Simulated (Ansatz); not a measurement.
In doubt: one-shot GW on d or f shells is unsure, so the values of those runs are not to be relied on.

Rows from a G0W0 calculation on NaFeN (P6_3mc) (Ansatz 0.2.0; G0W0 on PBE, plane waves, PAW; PAW set soft_1; 6×6×2 mesh, 310 empty bands, screening to 150 eV, PAW set soft_1 files), in eV. Spin-orbit coupling is left out.

| row | Σx | Σc | Vxc | Z |
| --- | --- | --- | --- | --- |
| A | -22.29 | -4.02 | -26.87 | 0.62 |
| B | -24.82 | -3.73 | -29.35 | 0.62 |
| C | -21.86 | -3.92 | -26.32 | 0.62 |
| D | -30.03 | 3.60 | -26.94 | 0.61 |
| E | -27.63 | 3.00 | -25.07 | 0.62 |
| F | -27.52 | 2.26 | -25.70 | 0.63 |

Which rows are filled states and which are empty ones, and how can one tell?

Filled: D, E and F. Empty: A, B and C. The sign of Σc tells: for a filled state bare exchange, which holds its interaction with itself, lies below Vxc (Σx − Vxc is -1.8 eV or lower here) and screening gives part back as a positive Σc. For an empty state Σx lies above Vxc (+4.5 eV or more) and the Coulomb hole leaves Σc negative.

[Runs of the session that timed out or met a known fault of the program may be left out.]

[Cells called generated may have been cut or substituted from an entry of the Crystallography Open Database or the Materials Project.]

[Hosts, paths, dates, database ids (printed as entryN), source tags and the programs' standing remarks are cut or masked in the printed files.]
